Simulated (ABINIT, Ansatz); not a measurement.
# CsCaBr3 (Pm-3m): zone-centre phonons

Aim: the zone-centre modes of CsCaBr3 (Pm-3m).

Main program and level: ABINIT 10.8.3; DFT LDA, scalar-relativistic, plane waves, PseudoDojo norm-conserving pseudopotentials.

Report form: the programs' logs are mostly left out.

### Step 1. The starting structure

It takes space group Pm-3m (No. 221, cubic). Conventional cell: a = 5.526 Å, b = 5.526 Å, c = 5.526 Å, α = 90.00°, β = 90.00°, γ = 90.00°. Nearest to Cs lie 12 Br at 3.91 Å. Nearest to Ca lie 6 Br at 2.76 Å. Nearest to Br lie 2 Ca at 2.76 Å and 4 Cs at 3.91 Å. Farther neighbours and most contacts between anions are not listed.

### Step 2. Relaxing the cell and atoms

The harmonic expansion needs vanishing forces, and a free crystal bears no stress, so cell and atoms are brought to rest. Stress is more sensitive to the basis than forces are: the last 3 Ha under the cutoff are smoothed with ecutsm, and the cutoff is raised above that of the later runs.

The starting cell comes from a relaxation made beforehand in Ansatz (LDA, PseudoDojo NC).

relax.abi reads:

```
# relaxation
ionmov 2
optcell 2
dilatmx 1.08
ntime 40
tolmxf 1.0d-05
tolvrs 1.0d-14
prtwf 0
prtden 0
chksymtnons 0

# basis, mesh and filling
ecut 38.0
ecutsm 3.0
ngkpt 4 4 4
nshiftk 1
shiftk 0.0 0.0 0.0
istwfk *1
occopt 1
nband 20
nstep 100
diemac 9.0
prtebands 0
prtgsr 0
useylm 1

# cell and atoms
acell 10.4422037 10.4422037 10.4422037
rprim 
    1.0 0.0 0.0
    0.0 1.0 0.0
    0.0 0.0 1.0
ntypat 3
znucl 55 20 35
natom 5
typat 1 2 3 3 3
xred 
    0.0 0.0 0.0
    0.5 0.5 0.5
    0.5 0.0 0.5
    0.0 0.5 0.5
    0.5 0.5 0.0
pp_dirpath "./pseudo"
pseudos "Cs.upf, Ca.upf, Br.upf"
```

On the command line:

```bash
OMP_NUM_THREADS=1 mpirun -n 4 abinit relax.abi > relax.log
```

Run time: 49 s. Hardware: 4 MPI ranks of Arm Neoverse V1, shared host; 3.3 min of CPU time.

Little changed from the start: no atom moved by 0.005 Å and no cell edge by 0.1 %.

This step gave:

```yaml
volume_per_atom: 33.75 Å³
pressure: -0.001130 GPa
```

### Step 3. Ground state

First-order wavefunctions inherit every error of the ground state, hence the very tight tolvrs.

gs.abi reads:

```
# ground state
tolvrs 1.0d-16
prtden 1
prtwf 1

# basis, mesh and filling
ecut 30.0
ngkpt 4 4 4
nshiftk 1
shiftk 0.0 0.0 0.0
istwfk *1
occopt 1
nband 20
nstep 100
diemac 9.0
prtebands 0
prtgsr 0
useylm 1

# cell and atoms
acell 10.4422037 10.4422037 10.4422037
rprim 
    1.0 0.0 0.0
    0.0 1.0 0.0
    0.0 0.0 1.0
ntypat 3
znucl 55 20 35
natom 5
typat 1 2 3 3 3
xred 
    0.0 0.0 0.0
    0.5 0.5 0.5
    0.5 0.0 0.5
    0.0 0.5 0.5
    0.5 0.5 0.0
pp_dirpath "./pseudo"
pseudos "Cs.upf, Ca.upf, Br.upf"
```

On the command line:

```bash
OMP_NUM_THREADS=1 mpirun -n 4 abinit gs.abi > gs.log
```

It took 44 s on 4 MPI ranks; 2.9 min of CPU time.

This step gave:

- pressure: -0.03785 GPa

The cell stands at -0.038 GPa, close enough for phonons.

### Step 4. Empty bands

Empty bands on the ground state's density check that the gap assumed so far is there in this cell.

gap.abi reads:

```
# empty bands on the ground state's density
iscf -2
getden_filepath "gso_DEN"
tolwfr 1.0d-12
nbdbuf 2
prtwf 0

# basis, mesh and filling
ecut 30.0
ngkpt 4 4 4
nshiftk 1
shiftk 0.0 0.0 0.0
istwfk *1
occopt 1
nband 24
nstep 100
diemac 9.0
prtebands 0
prtgsr 0
useylm 1

# cell and atoms
acell 10.4422037 10.4422037 10.4422037
rprim 
    1.0 0.0 0.0
    0.0 1.0 0.0
    0.0 0.0 1.0
ntypat 3
znucl 55 20 35
natom 5
typat 1 2 3 3 3
xred 
    0.0 0.0 0.0
    0.5 0.5 0.5
    0.5 0.0 0.5
    0.0 0.5 0.5
    0.5 0.5 0.0
pp_dirpath "./pseudo"
pseudos "Cs.upf, Ca.upf, Br.upf"
```

On the command line:

```bash
OMP_NUM_THREADS=1 mpirun -n 4 abinit gap.abi > gap.log
```

The job ended after 42 s (4 MPI ranks).

This step gave:

```
gap on the k-mesh : 4.361 eV
```

In this cell the gap on the mesh is 4.4 eV, indirect (smallest direct 4.6 eV), so fixed occupations hold.

### Step 5. Linear response at Γ

The derivative of the wavefunctions by k comes first, since the response to a field is built on it; then the field and the displacements that symmetry doesn't supply are solved at q = 0.

It reads the wavefunctions written in step 3.

dfpt_gamma.abi reads:

```
ndtset 2

# common to the responses
getwfk_filepath "gso_WFK"
kptopt 2
nqpt 1
qpt 0.0 0.0 0.0
asr 0
chneut 0

# d/dk
rfelfd1 2
rfdir1 1 1 1
iscf1 -3
tolwfr1 1.0d-20

# displacements, field
rfphon2 1
rfatpol2 1 5
rfdir2 1 1 1
rfelfd2 3
getddk2 1
tolvrs2 1.0d-10
prtwf2 0

# basis, mesh and filling
ecut 30.0
ngkpt 4 4 4
nshiftk 1
shiftk 0.0 0.0 0.0
istwfk *1
occopt 1
nband 20
nstep 100
diemac 9.0
prtebands 0
prtgsr 0
useylm 1

# cell and atoms
acell 10.4422037 10.4422037 10.4422037
rprim 
    1.0 0.0 0.0
    0.0 1.0 0.0
    0.0 0.0 1.0
ntypat 3
znucl 55 20 35
natom 5
typat 1 2 3 3 3
xred 
    0.0 0.0 0.0
    0.5 0.5 0.5
    0.5 0.0 0.5
    0.0 0.5 0.5
    0.5 0.5 0.0
pp_dirpath "./pseudo"
pseudos "Cs.upf, Ca.upf, Br.upf"
```

On the command line:

```bash
OMP_NUM_THREADS=1 mpirun -n 4 abinit dfpt_gamma.abi > dfpt_gamma.log
```

Wall time 10 min (4 MPI ranks); 41 min of CPU time.

Numbers from this step:

```yaml
miss_of_the_charge_sum_rule: 0.01298 e
largest_acoustic_frequency_at_the_zone_centre_before_the_sum_rule: 0.95 cm⁻¹
highest_optical_zone_centre_mode_no_lo_to_term: 232.2 cm⁻¹
lowest_optical_zone_centre_mode: 33.62 cm⁻¹
mean_high_frequency_dielectric_constant: 3.314
largest_born_charge_in_size_third_of_the_trace: 2.472 e
```

Born charge (rows field, columns displacement), before the sum rule (e), principal values of the symmetric part by kind of site:

| atom | atoms with these values | low | middle | high | mean |
| --- | --- | --- | --- | --- | --- |
| Cs1 | 1 | 1.36 | 1.36 | 1.36 | 1.36 |
| Ca2 | 1 | 2.47 | 2.47 | 2.47 | 2.47 |
| Br3 | 3 | -2.05 | -0.90 | -0.90 | -1.28 |

In full for Ca2:

```
2.47 0.00 0.00
0.00 2.47 0.00
0.00 0.00 2.47
```

High-frequency dielectric tensor:

```
3.31 0.00 0.00
0.00 3.31 0.00
0.00 0.00 3.31
```

The acoustic modes at Γ come out as far as 0.9 cm⁻¹ from zero, where they should vanish, a small numerical error; the Born charges miss their sum rule by 0.013 e, which is good.

### Step 6. Modes with the sum rule

anaddb reads the merged derivatives, imposes the acoustic sum rule and charge neutrality, and adds the LO-TO term along chosen directions.

anaddb.abi reads:

```
ddb_filepath "gamma_DDB"
output_file "anaddb.abo"
outdata_prefix "anaddb"
asr 1
chneut 1
enunit 2
eivec 1
nph1l 1
qph1l 0.0 0.0 0.0 1.0
dieflag 1
nph2l 3
qph2l 
    1.0 0.0 0.0 0.0
    0.0 0.0 1.0 0.0
    1.0 1.0 1.0 0.0
```

mrgddb.in reads:

```
gamma_DDB
merged
2
dfpt_gammao_DS2_DDB
gso_DDB
```

On the command line:

```bash
mrgddb < mrgddb.in > mrgddb.log
OMP_NUM_THREADS=1 anaddb anaddb.abi > anaddb.log
```

It took 0.52 s on 1 thread.

This step gave:

| Item | Value |
| --- | --- |
| mean static dielectric constant | 12.94 |
| highest mode moved by the LO-TO term | 268.2 cm⁻¹ |

No LO-TO term; unit eigenvectors of the mass-weighted matrix, from anaddb's displacements. Modes at Γ, with each element's share of the kinetic energy:

```
mode  frequency (cm⁻¹)  symmetry  Cs %  Ca %  Br %
   1               0.0  acoustic    32    10    58
   2               0.0  acoustic    32    10    58
   3               0.0  acoustic    32    10    58
   4              33.6       T1u    66     2    32
   5              33.6       T1u    66     2    32
   6              33.6       T1u    66     2    32
   7              36.0       T2u     0     0   100
   8              36.0       T2u     0     0   100
   9              36.0       T2u     0     0   100
  10              66.9       T1u     2    28    70
  11              66.9       T1u     2    28    70
  12              66.9       T1u     2    28    70
  13             232.2       T1u     0    61    39
  14             232.2       T1u     0    61    39
  15             232.2       T1u     0    61    39
```

Displacements in mode 4 (33.6 cm⁻¹), the largest set to 1:
```
Cs1  0.00  0.00  1.00
Ca2  0.00  0.00 -0.28
Br3  0.00  0.00 -0.59
Br4  0.00  0.00 -0.59
Br5  0.00  0.00 -0.34
```

Displacements in mode 13 (232.2 cm⁻¹), the largest set to 1:
```
Cs1  0.00  0.00  0.00
Ca2  0.00  0.00 -1.00
Br3  0.00  0.00 -0.04
Br4  0.00  0.00 -0.04
Br5  0.00  0.00  0.56
```

Trace of the oscillator strength, degenerate modes summed. Infrared lines, with heights relative to the strongest:

| position (cm⁻¹) | lines merged | IR intensity, relative |
| --- | --- | --- |
| 34 | 3 | 15 |
| 36 | 3 | 0.0 |
| 67 | 3 | 9.1 |
| 232 | 3 | 100 |

Static dielectric tensor (ions relaxed, fixed cell):

```
12.94  0.00  0.00
 0.00 12.94  0.00
 0.00  0.00 12.94
```

The rule moves no optical mode by more than 0.1 cm⁻¹.

### Step 7. Sum rules set otherwise (asr 0)

Without the rule the raw error of the acoustic modes shows.

anaddb.abi, as its differences from that of step 6:

```diff
@@ -3,4 +3,4 @@
 outdata_prefix "anaddb"
-asr 1
-chneut 1
+asr 0
+chneut 0
 enunit 2
```

mrgddb.in is that of step 6.

Run time: 0.5 s. Hardware: 1 thread.

Numbers from this step:

| Item | Value |
| --- | --- |
| mean static dielectric constant | 12.95 |

Zone-centre frequencies as printed; negative means imaginary. Modes:

```csv
mode,frequency (cm⁻¹)
1,0.95
2,0.95
3,0.95
4,33.62
5,33.62
6,33.62
7,36.02
8,36.02
9,36.02
10,66.88
11,66.88
12,66.88
13,232.2
14,232.2
15,232.2
```

### Step 8. A second program

A second program on the same cell, potentials, cutoff and meshes tests the implementation of the phonon response, not its convergence. Its field response is summed in its own way.

This step: DFT LDA, scalar-relativistic, plane waves, PseudoDojo norm-conserving pseudopotentials (Ansatz 0.2.0).

input.yaml reads:

```yaml
crystal:
  lattice:
    - [5.5257762296, 0.0, 0.0]
    - [0.0, 5.5257762296, 0.0]
    - [0.0, 0.0, 5.5257762296]
  atoms:
    - { symbol: Cs, position: [0.0, 0.0, 0.0] }
    - { symbol: Ca, position: [0.5, 0.5, 0.5] }
    - { symbol: Br, position: [0.5, 0.0, 0.5] }
    - { symbol: Br, position: [0.0, 0.5, 0.5] }
    - { symbol: Br, position: [0.5, 0.5, 0.0] }
kpoints:
  mp_grid: { grid: [4, 4, 4] }
hamiltonian:
  xc: lda
  pseudopotentials: { kind: nc, accuracy: standard }
scf:
  occupations: { method: fixed }
output:
  eigenvalues: true
basis:
  ecutwfc: 816.342
phonons:
  method: dfpt
  dielectric: true
  rigid_motions: translations
```

On the command line:

```bash
ansatz run input.yaml --threads 4 --pin off --max-ram 8192MiB --backend cpu --events-out ev --progress --plain --runs-dir out
```

Run time: 78 s. Hardware: 4 threads; peak memory 1.8 GiB.

This step gave:

```
sum-rule residual before enforcement             : 2.04e-4 eV/Å²
miss of the charge sum rule                      : 0.01101 e
estimated error of the dielectric tensor         : 0.009441
estimated error of the Born charges              : 0.01509 e
mean high-frequency dielectric constant          : 3.306
largest Born charge in size (third of the trace) : 2.475 e
mean static dielectric constant                  : 12.92
```

Transverse modes. Infrared lines, with heights relative to the strongest:

```csv
position (cm⁻¹),label,"IR intensity ((D/Å)²/amu), degenerate modes summed, relative"
34,T1u,15
36,T2u,0.0
67,T1u,9.2
232,T1u,100
```

### Step 9. The two compared: ABINIT PseudoDojo and Ansatz, PseudoDojo

Worked out from the results:

- root-mean-square difference: 0 cm⁻¹
- largest difference: 0 cm⁻¹

The two runs side by side. Further quantities:

| quantity | ABINIT PseudoDojo | Ansatz, PseudoDojo |
| --- | --- | --- |
| mean ε∞ | 3.314 | 3.306 |
| largest Born charge in size (e; the first before, the second after the charge sum rule) | 2.472 | 2.475 |
| summed IR intensity ((D/Å)²/amu) | 16.55 | 16.51 |

At the zone centre the largest difference (acoustic modes at Γ apart) is 0.004 % of the highest mode.

### Step 10. What came out

| Quantity | Value |
| --- | --- |
| space group after relaxation | Pm-3m |
| volume per atom | 33.7 Å³ |
| highest optical zone-centre mode (no LO-TO term) | 232.2 cm⁻¹ |
| lowest optical zone-centre mode | 33.6 cm⁻¹ |
| highest mode moved by the LO-TO term | 268.2 cm⁻¹ |
| mean high-frequency dielectric constant | 3.31 |
| largest Born charge in size (third of the trace) | 2.47 e |
| mean static dielectric constant | 12.9 |
| imaginary optical modes at the zone centre (no q mesh in this session) | none |
| largest difference from Ansatz, PseudoDojo | 0 cm⁻¹ |

What this shows: At the LDA level the optical modes of CsCaBr3 (Pm-3m) at the zone centre (no LO-TO term) run from 34 to 232 cm⁻¹. Along the directions run, the highest mode that the macroscopic field moves lies at 268 cm⁻¹. Lattice motion raises the mean dielectric constant from 3.314 to 12.94. ABINIT PseudoDojo and Ansatz, PseudoDojo agree to 0.01 cm⁻¹ (0.004 % of the highest mode compared) on all solved modes but the acoustic ones at Γ, without the LO-TO term. These are harmonic frequencies at zero temperature: anharmonic shifts and linewidths and thermal expansion are left out. Spin-orbit coupling is left out, which can matter for the heavy elements here. Ansatz warns that the cutoff lies 17 % under the one recommended for these files; agreement at one cutoff is not convergence. The structure comes from a database by way of an earlier relaxation and need not be the phase that is stable at ambient conditions.

[Host names and launcher messages were left out of these logs when they were recorded.]

[Logs are printed without paths, hosts, clocks, repeated set-up lines and the standing remarks that a program may print on its own settings, such as how far it seeks lower states.]

[Hosts, paths, dates, database ids (printed as entryN), source tags and the programs' standing remarks are cut or masked in the printed files.]
